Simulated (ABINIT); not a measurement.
# MgSiSe3 (Pm-3m): phonons by linear response, part 4 of 6

How does MgSiSe3 (Pm-3m) vibrate, and is this structure a minimum?

ABINIT 10.8.3; DFT LDA, scalar-relativistic, plane waves, HGH norm-conserving pseudopotentials.

So far. Step 6 (Zone-centre response): The acoustic modes at Γ come out as far as 1.4 cm⁻¹ from zero, where they should vanish, a small numerical error. The lowest optical mode is imaginary, 142i cm⁻¹, an instability at this level and on this k mesh. Step 7 (Zone-centre analysis): The rule moves no optical mode by more than 0.1 cm⁻¹. The relaxed cell has a = 4.759 Å (conventional setting).

The structure was built from a prototype and need not be the compound's stable phase.

**8. Sum rules set otherwise (asr 0)**

Without the rule the raw error of the acoustic modes shows.

File anaddb.abi:

```
ddb_filepath "gamma_DDB"
output_file "anaddb.abo"
outdata_prefix "anaddb"
asr 0
chneut 0
enunit 2
eivec 1
nph1l 1
qph1l 0.0 0.0 0.0 1.0
```

File mrgddb.in:

```
gamma_DDB
merged
2
dfpt_gammao_DDB
gso_DDB
```

Launch:

```bash
$ mrgddb < mrgddb.in > mrgddb.log
$ OMP_NUM_THREADS=1 anaddb anaddb.abi > anaddb.log
```

anaddb.abo, the main output file:

```text
-outvars_anaddb: echo values of input variables ----------------------

 Miscellaneous information :
      enunit         2
       eivec         1
      chneut         0
 First list of wavevector (reduced coord.) :
       nph1l         1
       qph1l
                     0.00000000E+00  0.00000000E+00  0.00000000E+00    1.000E+00

================================================================================

 read the DDB information and perform some checks

  ==== Info on the Cryst% object ====
 Real(R)+Recip(G) space primitive vectors, cartesian coordinates (Bohr,Bohr^-1):
 R(1)=  8.9929564  0.0000000  0.0000000  G(1)=  0.1111981  0.0000000  0.0000000
 R(2)=  0.0000000  8.9929564  0.0000000  G(2)=  0.0000000  0.1111981  0.0000000
 R(3)=  0.0000000  0.0000000  8.9929564  G(3)=  0.0000000  0.0000000  0.1111981
 Unit cell volume ucvol=  7.2728975E+02 bohr^3
 Angles (23,13,12)=  9.00000000E+01  9.00000000E+01  9.00000000E+01 degrees
 Time-reversal symmetry is present
 Reduced atomic positions [iatom, xred, symbol]:
    1)    0.0000000  0.0000000  0.0000000  Mg
    2)    0.5000000  0.5000000  0.5000000  Si
    3)    0.5000000  0.5000000  0.0000000  Se
    4)    0.5000000  0.0000000  0.5000000  Se
    5)    0.0000000  0.5000000  0.5000000  Se

 DDB file with 3 blocks has been read.

================================================================================

 Treat the first list of vectors

  Phonon wavevector (reduced coordinates) :  0.00000  0.00000  0.00000
 Phonon energies in Hartree :
  -6.449797E-04 -6.449797E-04 -6.449797E-04 -6.432404E-04 -6.432404E-04
  -6.432404E-04 -2.467461E-04 -2.467461E-04 -2.467461E-04  6.402704E-06
   6.402704E-06  6.402705E-06  1.178832E-03  1.178832E-03  1.178832E-03
 Phonon energies in meV     :
- -1.755079E+01 -1.755079E+01 -1.755079E+01 -1.750346E+01 -1.750346E+01
- -1.750346E+01 -6.714303E+00 -6.714303E+00 -6.714303E+00  1.742264E-01
-  1.742264E-01  1.742265E-01  3.207764E+01  3.207764E+01  3.207764E+01
 Phonon frequencies in cm-1    :
- -1.415567E+02 -1.415567E+02 -1.415567E+02 -1.411749E+02 -1.411749E+02
- -1.411749E+02 -5.415450E+01 -5.415450E+01 -5.415450E+01  1.405231E+00
-  1.405231E+00  1.405231E+00  2.587236E+02  2.587236E+02  2.587236E+02
 Phonon frequencies in Thz     :
- -4.243763E+00 -4.243763E+00 -4.243763E+00 -4.232318E+00 -4.232318E+00
- -4.232318E+00 -1.623511E+00 -1.623511E+00 -1.623511E+00  4.212777E-02
-  4.212777E-02  4.212777E-02  7.756340E+00  7.756340E+00  7.756340E+00
 Phonon energies in Kelvin  :
- -2.036685E+02 -2.036685E+02 -2.036685E+02 -2.031192E+02 -2.031192E+02
- -2.031192E+02 -7.791625E+01 -7.791625E+01 -7.791625E+01  2.021814E+00
-  2.021814E+00  2.021814E+00  3.722456E+02  3.722456E+02  3.722456E+02

 Eigendisplacements
 (will be given, for each mode : in cartesian coordinates
   for each atom the real part of the displacement vector,
   then the imaginary part of the displacement vector - absolute values smaller than 1.0d-7 are set to zero)
  Mode number    1   Energy   -6.449797E-04
 Attention : low frequency mode.
   (Could be unstable or acoustic mode)
-  1  0.00000000E+00  0.00000000E+00 -4.11471639E-03
-     0.00000000E+00  0.00000000E+00  0.00000000E+00
-  2  0.00000000E+00  0.00000000E+00 -8.34885976E-04
-     0.00000000E+00  0.00000000E+00  0.00000000E+00
-  3  0.00000000E+00  0.00000000E+00 -1.48907416E-04
-     0.00000000E+00  0.00000000E+00  0.00000000E+00
-  4  0.00000000E+00  0.00000000E+00  8.56124114E-04
-     0.00000000E+00  0.00000000E+00  0.00000000E+00
-  5  0.00000000E+00  0.00000000E+00  8.56124114E-04
-     0.00000000E+00  0.00000000E+00  0.00000000E+00
  Mode number    2   Energy   -6.449797E-04
 Attention : low frequency mode.
   (Could be unstable or acoustic mode)
-  1  0.00000000E+00 -4.11471639E-03  0.00000000E+00
-     0.00000000E+00  0.00000000E+00  0.00000000E+00
-  2  0.00000000E+00 -8.34885976E-04  0.00000000E+00
-     0.00000000E+00  0.00000000E+00  0.00000000E+00
-  3  0.00000000E+00  8.56124114E-04  0.00000000E+00
-     0.00000000E+00  0.00000000E+00  0.00000000E+00
-  4  0.00000000E+00 -1.48907416E-04  0.00000000E+00
-     0.00000000E+00  0.00000000E+00  0.00000000E+00
-  5  0.00000000E+00  8.56124114E-04  0.00000000E+00
-     0.00000000E+00  0.00000000E+00  0.00000000E+00
  Mode number    3   Energy   -6.449797E-04
 Attention : low frequency mode.
   (Could be unstable or acoustic mode)
-  1  4.11471639E-03  0.00000000E+00  0.00000000E+00
-     0.00000000E+00  0.00000000E+00  0.00000000E+00
-  2  8.34885976E-04  0.00000000E+00  0.00000000E+00
-     0.00000000E+00  0.00000000E+00  0.00000000E+00
-  3 -8.56124114E-04  0.00000000E+00  0.00000000E+00
-     0.00000000E+00  0.00000000E+00  0.00000000E+00
-  4 -8.56124114E-04  0.00000000E+00  0.00000000E+00
-     0.00000000E+00  0.00000000E+00  0.00000000E+00
-  5  1.48907416E-04  0.00000000E+00  0.00000000E+00
-     0.00000000E+00  0.00000000E+00  0.00000000E+00
  Mode number    4   Energy   -6.432404E-04
 Attention : low frequency mode.
   (Could be unstable or acoustic mode)
-  1  0.00000000E+00  0.00000000E+00  0.00000000E+00
-     0.00000000E+00  0.00000000E+00  0.00000000E+00
-  2  0.00000000E+00  0.00000000E+00  0.00000000E+00
-     0.00000000E+00  0.00000000E+00  0.00000000E+00
-  3  0.00000000E+00  0.00000000E+00  0.00000000E+00
-     0.00000000E+00  0.00000000E+00  0.00000000E+00
-  4  0.00000000E+00  0.00000000E+00 -1.86380890E-03
-     0.00000000E+00  0.00000000E+00  0.00000000E+00
-  5  0.00000000E+00  0.00000000E+00  1.86380890E-03
-     0.00000000E+00  0.00000000E+00  0.00000000E+00
  Mode number    5   Energy   -6.432404E-04
 Attention : low frequency mode.
   (Could be unstable or acoustic mode)
-  1  0.00000000E+00  0.00000000E+00  0.00000000E+00
-     0.00000000E+00  0.00000000E+00  0.00000000E+00
-  2  0.00000000E+00  0.00000000E+00  0.00000000E+00
-     0.00000000E+00  0.00000000E+00  0.00000000E+00
-  3  0.00000000E+00 -1.86380890E-03  0.00000000E+00
-     0.00000000E+00  0.00000000E+00  0.00000000E+00
-  4  0.00000000E+00  0.00000000E+00  0.00000000E+00
-     0.00000000E+00  0.00000000E+00  0.00000000E+00
-  5  0.00000000E+00  1.86380890E-03  0.00000000E+00
-     0.00000000E+00  0.00000000E+00  0.00000000E+00
  Mode number    6   Energy   -6.432404E-04
 Attention : low frequency mode.
   (Could be unstable or acoustic mode)
-  1  0.00000000E+00  0.00000000E+00  0.00000000E+00
-     0.00000000E+00  0.00000000E+00  0.00000000E+00
-  2  0.00000000E+00  0.00000000E+00  0.00000000E+00
-     0.00000000E+00  0.00000000E+00  0.00000000E+00
-  3  1.86380890E-03  0.00000000E+00  0.00000000E+00
-     0.00000000E+00  0.00000000E+00  0.00000000E+00
-  4 -1.86380890E-03  0.00000000E+00  0.00000000E+00
-     0.00000000E+00  0.00000000E+00  0.00000000E+00
-  5  0.00000000E+00  0.00000000E+00  0.00000000E+00
-     0.00000000E+00  0.00000000E+00  0.00000000E+00
  Mode number    7   Energy   -2.467461E-04
 Attention : low frequency mode.
   (Could be unstable or acoustic mode)
-  1  0.00000000E+00  0.00000000E+00 -1.93428645E-03
-     0.00000000E+00  0.00000000E+00  0.00000000E+00
-  2  0.00000000E+00  0.00000000E+00  2.82008344E-03
-     0.00000000E+00  0.00000000E+00  0.00000000E+00
-  3  0.00000000E+00  0.00000000E+00  1.25758407E-03
-     0.00000000E+00  0.00000000E+00  0.00000000E+00
-  4  0.00000000E+00  0.00000000E+00 -8.32344801E-04
-     0.00000000E+00  0.00000000E+00  0.00000000E+00
-  5  0.00000000E+00  0.00000000E+00 -8.32344801E-04
-     0.00000000E+00  0.00000000E+00  0.00000000E+00
  Mode number    8   Energy   -2.467461E-04
 Attention : low frequency mode.
   (Could be unstable or acoustic mode)
-  1  0.00000000E+00 -1.93428645E-03  0.00000000E+00
-     0.00000000E+00  0.00000000E+00  0.00000000E+00
-  2  0.00000000E+00  2.82008344E-03  0.00000000E+00
-     0.00000000E+00  0.00000000E+00  0.00000000E+00
-  3  0.00000000E+00 -8.32344801E-04  0.00000000E+00
-     0.00000000E+00  0.00000000E+00  0.00000000E+00
-  4  0.00000000E+00  1.25758407E-03  0.00000000E+00
-     0.00000000E+00  0.00000000E+00  0.00000000E+00
-  5  0.00000000E+00 -8.32344801E-04  0.00000000E+00
-     0.00000000E+00  0.00000000E+00  0.00000000E+00
  Mode number    9   Energy   -2.467461E-04
 Attention : low frequency mode.
   (Could be unstable or acoustic mode)
-  1  1.93428645E-03  0.00000000E+00  0.00000000E+00
-     0.00000000E+00  0.00000000E+00  0.00000000E+00
-  2 -2.82008344E-03  0.00000000E+00  0.00000000E+00
-     0.00000000E+00  0.00000000E+00  0.00000000E+00
-  3  8.32344801E-04  0.00000000E+00  0.00000000E+00
-     0.00000000E+00  0.00000000E+00  0.00000000E+00
-  4  8.32344801E-04  0.00000000E+00  0.00000000E+00
-     0.00000000E+00  0.00000000E+00  0.00000000E+00
-  5 -1.25758407E-03  0.00000000E+00  0.00000000E+00
-     0.00000000E+00  0.00000000E+00  0.00000000E+00
  Mode number   10   Energy    6.402704E-06
 Attention : low frequency mode.
   (Could be unstable or acoustic mode)
-  1  0.00000000E+00  0.00000000E+00  1.37717446E-03
-     0.00000000E+00  0.00000000E+00  0.00000000E+00
-  2  0.00000000E+00  0.00000000E+00  1.37677721E-03
-     0.00000000E+00  0.00000000E+00  0.00000000E+00
-  3  0.00000000E+00  0.00000000E+00  1.37694354E-03
-     0.00000000E+00  0.00000000E+00  0.00000000E+00
-  4  0.00000000E+00  0.00000000E+00  1.37723808E-03
-     0.00000000E+00  0.00000000E+00  0.00000000E+00
-  5  0.00000000E+00  0.00000000E+00  1.37723808E-03
-     0.00000000E+00  0.00000000E+00  0.00000000E+00
  Mode number   11   Energy    6.402704E-06
 Attention : low frequency mode.
   (Could be unstable or acoustic mode)
-  1  0.00000000E+00  1.37717446E-03  0.00000000E+00
-     0.00000000E+00  0.00000000E+00  0.00000000E+00
-  2  0.00000000E+00  1.37677721E-03  0.00000000E+00
-     0.00000000E+00  0.00000000E+00  0.00000000E+00
-  3  0.00000000E+00  1.37723808E-03  0.00000000E+00
-     0.00000000E+00  0.00000000E+00  0.00000000E+00
-  4  0.00000000E+00  1.37694354E-03  0.00000000E+00
-     0.00000000E+00  0.00000000E+00  0.00000000E+00
-  5  0.00000000E+00  1.37723808E-03  0.00000000E+00
-     0.00000000E+00  0.00000000E+00  0.00000000E+00
  Mode number   12   Energy    6.402705E-06
 Attention : low frequency mode.
   (Could be unstable or acoustic mode)
-  1  1.37717446E-03  0.00000000E+00  0.00000000E+00
-     0.00000000E+00  0.00000000E+00  0.00000000E+00
-  2  1.37677721E-03  0.00000000E+00  0.00000000E+00
-     0.00000000E+00  0.00000000E+00  0.00000000E+00
-  3  1.37723808E-03  0.00000000E+00  0.00000000E+00
-     0.00000000E+00  0.00000000E+00  0.00000000E+00
-  4  1.37723808E-03  0.00000000E+00  0.00000000E+00
-     0.00000000E+00  0.00000000E+00  0.00000000E+00
-  5  1.37694354E-03  0.00000000E+00  0.00000000E+00
-     0.00000000E+00  0.00000000E+00  0.00000000E+00
  Mode number   13   Energy    1.178832E-03
-  1  0.00000000E+00  0.00000000E+00  4.11855106E-05
-     0.00000000E+00  0.00000000E+00  0.00000000E+00
-  2  0.00000000E+00  0.00000000E+00  2.99784506E-03
-     0.00000000E+00  0.00000000E+00  0.00000000E+00
-  3  0.00000000E+00  0.00000000E+00 -1.85685287E-03
-     0.00000000E+00  0.00000000E+00  0.00000000E+00
-  4  0.00000000E+00  0.00000000E+00  3.88911962E-04
-     0.00000000E+00  0.00000000E+00  0.00000000E+00
-  5  0.00000000E+00  0.00000000E+00  3.88911962E-04
-     0.00000000E+00  0.00000000E+00  0.00000000E+00
  Mode number   14   Energy    1.178832E-03
-  1  0.00000000E+00 -4.11855106E-05  0.00000000E+00
-     0.00000000E+00  0.00000000E+00  0.00000000E+00
-  2  0.00000000E+00 -2.99784506E-03  0.00000000E+00
-     0.00000000E+00  0.00000000E+00  0.00000000E+00
-  3  0.00000000E+00 -3.88911962E-04  0.00000000E+00
-     0.00000000E+00  0.00000000E+00  0.00000000E+00
-  4  0.00000000E+00  1.85685287E-03  0.00000000E+00
-     0.00000000E+00  0.00000000E+00  0.00000000E+00
-  5  0.00000000E+00 -3.88911962E-04  0.00000000E+00
-     0.00000000E+00  0.00000000E+00  0.00000000E+00
  Mode number   15   Energy    1.178832E-03
-  1  4.11855106E-05  0.00000000E+00  0.00000000E+00
-     0.00000000E+00  0.00000000E+00  0.00000000E+00
-  2  2.99784506E-03  0.00000000E+00  0.00000000E+00
-     0.00000000E+00  0.00000000E+00  0.00000000E+00
-  3  3.88911962E-04  0.00000000E+00  0.00000000E+00
-     0.00000000E+00  0.00000000E+00  0.00000000E+00
-  4  3.88911962E-04  0.00000000E+00  0.00000000E+00
-     0.00000000E+00  0.00000000E+00  0.00000000E+00
-  5 -1.85685287E-03  0.00000000E+00  0.00000000E+00
-     0.00000000E+00  0.00000000E+00  0.00000000E+00

 Analysis of degeneracies and characters (maximum tolerance=1.00E-06 a.u.)
 For each vibration mode, or group of modes if degenerate,
 the characters are given for each symmetry operation (see the list in the log file).
 Symmetry characters of vibration mode #   1
       degenerate with vibration modes #   2 to    3
  3.0 -3.0 -1.0  1.0 -1.0  1.0 -1.0  1.0  1.0 -1.0 -1.0  1.0  1.0 -1.0 -1.0  1.0
  0.0 -0.0  0.0 -0.0 -0.0  0.0 -0.0  0.0  1.0 -1.0 -1.0  1.0 -1.0  1.0  1.0 -1.0
  0.0 -0.0 -0.0  0.0 -0.0  0.0  0.0 -0.0  1.0 -1.0  1.0 -1.0 -1.0  1.0 -1.0  1.0
 Symmetry characters of vibration mode #   4
       degenerate with vibration modes #   5 to    6
  3.0 -3.0 -1.0  1.0 -1.0  1.0 -1.0  1.0 -1.0  1.0  1.0 -1.0 -1.0  1.0  1.0 -1.0
  0.0 -0.0  0.0 -0.0 -0.0  0.0 -0.0  0.0 -1.0  1.0  1.0 -1.0  1.0 -1.0 -1.0  1.0
  0.0 -0.0 -0.0  0.0 -0.0  0.0  0.0 -0.0 -1.0  1.0 -1.0  1.0  1.0 -1.0  1.0 -1.0
 Symmetry characters of vibration mode #   7
       degenerate with vibration modes #   8 to    9
  3.0 -3.0 -1.0  1.0 -1.0  1.0 -1.0  1.0  1.0 -1.0 -1.0  1.0  1.0 -1.0 -1.0  1.0
 -0.0  0.0 -0.0  0.0  0.0 -0.0  0.0 -0.0  1.0 -1.0 -1.0  1.0 -1.0  1.0  1.0 -1.0
 -0.0  0.0  0.0 -0.0  0.0 -0.0 -0.0  0.0  1.0 -1.0  1.0 -1.0 -1.0  1.0 -1.0  1.0
 Symmetry characters of vibration mode #  10
       degenerate with vibration modes #  11 to   12
  3.0 -3.0 -1.0  1.0 -1.0  1.0 -1.0  1.0  1.0 -1.0 -1.0  1.0  1.0 -1.0 -1.0  1.0
 -0.0  0.0 -0.0  0.0  0.0 -0.0  0.0 -0.0  1.0 -1.0 -1.0  1.0 -1.0  1.0  1.0 -1.0
 -0.0  0.0  0.0 -0.0  0.0 -0.0 -0.0  0.0  1.0 -1.0  1.0 -1.0 -1.0  1.0 -1.0  1.0
 Symmetry characters of vibration mode #  13
       degenerate with vibration modes #  14 to   15
  3.0 -3.0 -1.0  1.0 -1.0  1.0 -1.0  1.0  1.0 -1.0 -1.0  1.0  1.0 -1.0 -1.0  1.0
  0.0 -0.0  0.0 -0.0 -0.0  0.0 -0.0  0.0  1.0 -1.0 -1.0  1.0 -1.0  1.0  1.0 -1.0
  0.0 -0.0 -0.0  0.0 -0.0  0.0  0.0 -0.0  1.0 -1.0  1.0 -1.0 -1.0  1.0 -1.0  1.0
-
```

Wall time 0.5 s (1 thread of Arm Neoverse V1, shared host).

Zone-centre frequencies as printed; negative means imaginary. Modes:

| mode | frequency (cm⁻¹) |
| --- | --- |
| 1 | -141.6 |
| 2 | -141.6 |
| 3 | -141.6 |
| 4 | -141.2 |
| 5 | -141.2 |
| 6 | -141.2 |
| 7 | -54.15 |
| 8 | -54.15 |
| 9 | -54.15 |
| 10 | 1.41 |
| 11 | 1.41 |
| 12 | 1.41 |
| 13 | 258.7 |
| 14 | 258.7 |
| 15 | 258.7 |

[end of part 4 of 6]

[Host names and launcher messages were left out of these logs when they were recorded.]

[Logs are printed without paths, hosts, clocks, repeated set-up lines and the standing remarks that a program may print on its own settings, such as how far it seeks lower states.]

[Hosts, paths, dates, database ids (printed as entryN), source tags and the programs' standing remarks are cut or masked in the printed files.]
